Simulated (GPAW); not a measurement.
# Work function of Li/W(100) at several levels, part 2 of 2

How far do functional and basis move the work function of Li/W(100)?

GPAW 26.7.0; GPAW, PAW setups; slab in vacuum, relaxation (the session's first sound run).

So far, upper work function (eV): step 2 (relaxing the atoms, PBE, GPAW) 3.08; step 3 (plane waves, PBE) 3.08; step 4 (OptPBE vdW: xc = "optPBE-vdW", GPAW, PAW setups, GPAW) 3.20; step 5 (self-consistent run: xc = "revPBE") 3.00.

### Step 6. Self-consistent run: xc = "RPBE"

The same geometry under RPBE, to see how far the functional moves the levels against the vacuum.

run.py reads:

```python
import json
import numpy as np
from ase import Atoms
from gpaw import GPAW, PW

slab = Atoms(
    ['W', 'W', 'W', 'W', 'W', 'Li'],
    positions=[
        [0.00000, 0.00000, 8.00000],
        [1.58000, 1.58000, 9.58000],
        [0.00000, 0.00000, 11.16000],
        [1.58000, 1.58000, 12.77978],
        [-0.00000, -0.00000, 14.26678],
        [1.58000, 1.58000, 16.07871]],
    cell=[[3.16, 0.0, 0.0], [0.0, 3.16, 0.0], [0.0, 0.0, 24.38863]],
    pbc=[True, True, False])

slab.calc = GPAW(mode=PW(400), xc='RPBE', kpts={'size': (10, 10, 1), 'gamma': True},
                 occupations={'name': 'fermi-dirac', 'width': 0.1}, nbands='300%',
                 convergence={'density': 1e-05}, maxiter=200,
                 poissonsolver={'dipolelayer': 'xy'},
                 symmetry={'tolerance': 1e-3}, txt='slab.txt')
result = {}
energy = slab.get_potential_energy()
fermi = slab.calc.get_fermi_level()
v = slab.calc.get_electrostatic_potential().mean((0, 1)) - fermi
n = slab.calc.get_pseudo_density().mean((0, 1))
L = slab.cell[2, 2]
z = np.arange(len(v)) * L / len(v)
low, high = slab.positions[:, 2].min(), slab.positions[:, 2].max()
below, above = np.interp([low - 5.8, high + 5.8], z, v)
slopes = [np.interp(x, z, np.gradient(v, z)) for x in (low - 5.8, high + 5.8)]
eps = np.array([[slab.calc.get_eigenvalues(k, s) for k in range(len(slab.calc.get_ibz_k_points()))]
                for s in range(slab.calc.get_number_of_spins())]) - fermi
top, bottom = eps[eps < 0].max(), eps[eps > 0].min()
dipole = slab.get_dipole_moment()[2]
print(f'energy {energy:.4f} eV, Fermi level {fermi:.4f} eV, dipole {dipole:.5f} e A')
print(f'potential 5.8 A off the faces, from the Fermi level: lower {below:.4f} eV, upper {above:.4f} eV')
print(f'slope of the potential there: lower {slopes[0]:.5f}, upper {slopes[1]:.5f} eV/A')
print(f'nearest levels on the mesh: {top:.4f} and {bottom:.4f} eV')
print('magnetic moment', round(slab.get_magnetic_moment(), 3))
result.update(energy=energy, fermi=fermi, dipole=dipole, below=below, above=above, slopes=slopes, edges=[top, bottom],
              z=z.tolist(), v=v.tolist(), n=n.tolist(), positions=slab.positions.tolist(),
              forces=slab.get_forces(apply_constraint=False).tolist(), moments=slab.get_magnetic_moments().tolist())
json.dump(result, open('result.json', 'w'))
```

Run with:

```sh
OMP_NUM_THREADS=1 OPENBLAS_NUM_THREADS=1 python run.py
```

Log:

```text
energy -52.7862 eV, Fermi level 2.6858 eV, dipole 0.05952 e A
potential 5.8 A off the faces, from the Fermi level: lower 4.0857 eV, upper 3.0095 eV
slope of the potential there: lower -0.00064, upper 0.00052 eV/A
nearest levels on the mesh: -0.0020 and 0.0142 eV
magnetic moment 0.0
```

Elapsed: 4.6 min, on 1 thread of Intel Xeon at 2.80GHz (Skylake/Cascade Lake), shared host; peak memory 0.37 GiB.

This step gave:

| Item | Value |
| --- | --- |
| dipole along the normal | 0.05952 e·Å |
| levels nearest the Fermi level on the mesh | -0.002046, 0.01423 eV from the Fermi level |
| upper work function | 3.009 eV |
| lower work function | 4.086 eV |

The electrostatic potential energy of an electron (without an applied field's), less the Fermi level, planar mean oscillates, so the rows of the table below give means over windows of 1.63 Å about each position, cut where the curve ends. Its maxima inside the range that stand out by 2 % of the span (Å: eV): 1.1: 4.09, 8.7: -8.73, 10.4: -9.15, 12.0: -8.46, 13.5: -10.3, 15.5: -0.555. Its minima: 8.0: -20.1, 9.6: -20.7, 11.2: -20.7, 12.8: -20.7, 14.2: -20.1, 16.1: -1.75.

Electrostatic potential energy of an electron (without an applied field's), less the Fermi level, planar mean against z; means over each step:

```csv
z (Å),"electrostatic potential energy of an electron (without an applied field's), less the Fermi level, planar mean (eV)"
0.81,4.02
2.44,4.09
4.07,4.07
5.71,3.64
7.33,-7.73
8.96,-14.5
10.59,-14.8
12.22,-14.3
13.85,-15.1
15.48,-2.85
17.11,1.43
18.75,2.93
20.38,3.01
22.00,3.01
23.64,3.05
```

The upper face's work function is 3.009 eV, against 3.084 eV in the first plane-wave PBE run at this geometry.

### Step 7. Self-consistent run: xc = "vdW-DF2"

The same geometry under vdW-DF2, to see how far the functional moves the levels against the vacuum (the van der Waals functionals take revPBE setups).

Edit run.py of step 6 so:

```diff
@@ -17,3 +17,3 @@
 
-slab.calc = GPAW(mode=PW(400), xc='RPBE', kpts={'size': (10, 10, 1), 'gamma': True},
+slab.calc = GPAW(mode=PW(400), xc='vdW-DF2', kpts={'size': (10, 10, 1), 'gamma': True},
                  occupations={'name': 'fermi-dirac', 'width': 0.1}, nbands='300%',
```

Log:

```text
energy -802.0584 eV, Fermi level 2.5387 eV, dipole 0.07521 e A
potential 5.8 A off the faces, from the Fermi level: lower 4.6073 eV, upper 3.2466 eV
slope of the potential there: lower -0.00093, upper 0.00090 eV/A
nearest levels on the mesh: -0.0116 and 0.0062 eV
magnetic moment 0.0
```

Run time: 4.9 min. Hardware: 1 thread; peak memory 0.51 GiB.

This step gave:

```yaml
dipole_along_the_normal: 0.07521 e·Å
levels_nearest_the_fermi_level_on_the_mesh: -0.01165, 0.006161 eV from the Fermi level
upper_work_function: 3.247 eV
lower_work_function: 4.607 eV
```

The upper face's work function is 3.247 eV, against 3.084 eV in the first plane-wave PBE run at this geometry.

### Step 8. Self-consistent run: xc = "LDA"

The same geometry under LDA, to see how far the functional moves the levels against the vacuum.

Edit run.py of step 7 so:

```diff
@@ -17,3 +17,3 @@
 
-slab.calc = GPAW(mode=PW(400), xc='vdW-DF2', kpts={'size': (10, 10, 1), 'gamma': True},
+slab.calc = GPAW(mode=PW(400), xc='LDA', kpts={'size': (10, 10, 1), 'gamma': True},
                  occupations={'name': 'fermi-dirac', 'width': 0.1}, nbands='300%',
```

Log:

```text
energy -61.1452 eV, Fermi level 2.3415 eV, dipole 0.07357 e A
potential 5.8 A off the faces, from the Fermi level: lower 4.5260 eV, upper 3.1952 eV
slope of the potential there: lower -0.00063, upper 0.00056 eV/A
nearest levels on the mesh: -0.0017 and 0.0156 eV
magnetic moment 0.0
```

Run time: 4.5 min. Hardware: 1 thread; peak memory 0.37 GiB.

This step gave:

| Item | Value |
| --- | --- |
| dipole along the normal | 0.07357 e·Å |
| levels nearest the Fermi level on the mesh | -0.001699, 0.01562 eV from the Fermi level |
| upper work function | 3.195 eV |
| lower work function | 4.526 eV |

The upper face's work function is 3.195 eV, against 3.084 eV in the first plane-wave PBE run at this geometry.

### Step 9. Real-space grid: mode = "fd"

A real-space grid is a second complete basis, so it checks the plane-wave result.

Edit run.py of step 8 so:

```diff
@@ -3,3 +3,3 @@
 from ase import Atoms
-from gpaw import GPAW, PW
+from gpaw import GPAW
 
@@ -17,3 +17,3 @@
 
-slab.calc = GPAW(mode=PW(400), xc='LDA', kpts={'size': (10, 10, 1), 'gamma': True},
+slab.calc = GPAW(mode='fd', h=0.18, xc='PBE', kpts={'size': (10, 10, 1), 'gamma': True},
                  occupations={'name': 'fermi-dirac', 'width': 0.1}, nbands='300%',
```

Log:

```text
energy -55.5486 eV, Fermi level -3.6602 eV, dipole 0.06368 e A
potential 5.8 A off the faces, from the Fermi level: lower 4.2372 eV, upper 3.0831 eV
slope of the potential there: lower -0.00022, upper 0.00015 eV/A
nearest levels on the mesh: -0.0086 and 0.0020 eV
magnetic moment 0.0
```

The job ended after 28 min (1 thread; peak memory 1.8 GiB).

This step gave:

```yaml
dipole_along_the_normal: 0.06368 e·Å
levels_nearest_the_fermi_level_on_the_mesh: -0.008649, 0.001974 eV from the Fermi level
upper_work_function: 3.083 eV
lower_work_function: 4.237 eV
```

The upper face's work function is 3.083 eV, against 3.084 eV in the first plane-wave PBE run at this geometry.

### Step 10. Atomic orbitals: mode = "lcao"

Atom-centred orbitals end a few angstrom from the surface, which tests how much the density's tail matters.

Edit run.py of step 9 so:

```diff
@@ -17,4 +17,4 @@
 
-slab.calc = GPAW(mode='fd', h=0.18, xc='PBE', kpts={'size': (10, 10, 1), 'gamma': True},
-                 occupations={'name': 'fermi-dirac', 'width': 0.1}, nbands='300%',
+slab.calc = GPAW(mode='lcao', basis='dzp', h=0.18, xc='PBE', kpts={'size': (10, 10, 1), 'gamma': True},
+                 occupations={'name': 'fermi-dirac', 'width': 0.1}, nbands='120%',
                  convergence={'density': 1e-05}, maxiter=200,
```

Log:

```text
energy -53.9343 eV, Fermi level -3.6260 eV, dipole 0.06570 e A
potential 5.8 A off the faces, from the Fermi level: lower 4.2213 eV, upper 3.0308 eV
slope of the potential there: lower -0.00000, upper -0.00000 eV/A
nearest levels on the mesh: -0.0018 and 0.0052 eV
magnetic moment 0.0
```

The job ended after 29 min (1 thread; peak memory 0.44 GiB).

Numbers from this step:

| Property | Result |
| --- | --- |
| dipole along the normal | 0.06570 e·Å |
| levels nearest the Fermi level on the mesh | -0.001807, 0.005237 eV from the Fermi level |
| upper work function | 3.031 eV |
| lower work function | 4.221 eV |

The upper face's work function is 3.031 eV, against 3.084 eV in the first plane-wave PBE run at this geometry.

### Step 11. Cost and result by level

Times are for 1 thread of Intel Xeon at 2.80GHz (Skylake/Cascade Lake), shared host. Results by setting:

```csv
no.,run,upper work function (eV),lower work function (eV),time,memory (GiB)
1,pw,3.084,4.238,4.8 min,0.37
2,optPBE vdW,3.195,4.445,5.2 min,0.51
3,revPBE,3.002,4.106,4.9 min,0.37
4,RPBE,3.009,4.086,4.6 min,0.37
5,vdW DF2,3.247,4.607,4.9 min,0.51
6,LDA,3.195,4.526,4.5 min,0.37
7,fd,3.083,4.237,28 min,1.8
8,lcao,3.031,4.221,29 min,0.44
```

### Step 12. Side by side

Results and costs are gathered.

This step: comparison of work functions, dipole and cost (GPAW 26.7.0).

Ladder, by row:

```csv
step,code,"work function, upper (eV)","work function, lower (eV)",dipole (e Å),wall time (s),peak memory (GiB),threads
pw,GPAW,3.084,4.238,0.0638,287.9,0.37,1
optPBE-vdW,GPAW,3.195,4.445,0.06912,312.4,0.51,1
revPBE,GPAW,3.002,4.106,0.06107,293.9,0.37,1
RPBE,GPAW,3.009,4.086,0.05952,273.2,0.37,1
vdW-DF2,GPAW,3.247,4.607,0.07521,295.5,0.51,1
LDA,GPAW,3.195,4.526,0.07357,269.3,0.37,1
fd,GPAW,3.083,4.237,0.06368,1707,1.76,1
lcao,GPAW,3.031,4.221,0.0657,1734,0.44,1
```

### Step 13. A changed run

One more run, with changed settings.

This step: GPAW, PAW setups; slab in vacuum (GPAW 26.7.0).

Edit run.py of step 10 so:

```diff
@@ -3,3 +3,3 @@
 from ase import Atoms
-from gpaw import GPAW
+from gpaw import GPAW, PW
 
@@ -17,5 +17,5 @@
 
-slab.calc = GPAW(mode='lcao', basis='dzp', h=0.18, xc='PBE', kpts={'size': (10, 10, 1), 'gamma': True},
-                 occupations={'name': 'fermi-dirac', 'width': 0.1}, nbands='120%',
-                 convergence={'density': 1e-05}, maxiter=200,
+slab.calc = GPAW(mode=PW(400), xc='PBE', kpts={'size': (10, 10, 1), 'gamma': True},
+                 occupations={'name': 'fermi-dirac', 'width': 0.1}, nbands='300%',
+                 convergence={'density': 1e-05}, maxiter=3,
                  poissonsolver={'dipolelayer': 'xy'},
```

Log:

```text
gpaw.KohnShamConvergenceError
```

Elapsed: 40 s, on 1 thread; peak memory 0.36 GiB.

The run stopped without converging, so none of its numbers is a property of the system.

The fault put into the input: too few SCF iterations (maxiter = 3).

### Step 14. Summary of results

| Property | Result |
| --- | --- |
| work function, upper and lower face | 3.084 and 4.238 eV |
| dipole along the normal | 0.0638 e Å |

In words: With plane waves and PBE the work function is 3.08 eV on the upper face and 4.24 eV on the lower. The two faces differ by 1.2 eV, the step that the slab's dipole makes (e p/(ε0 A) gives 1.2 eV), so the dipole layer is needed. Over the sound runs of the table the upper face's work function spans 3.002 (revPBE) to 3.247 eV (vdW-DF2). The cell of 9.99 Å² holds one Li, started on one chosen site; other sites and coverages weren't tried. The in-plane lattice was kept as typed, which isn't the functional's own and leaves some strain; spin-orbit coupling and temperature are left out.

[Logs are printed without paths, hosts, clocks, repeated set-up lines and the standing remarks that a program may print on its own settings, such as how far it seeks lower states.]

[Hosts, paths, dates, database ids (printed as entryN), source tags and the programs' standing remarks are cut or masked in the printed files.]
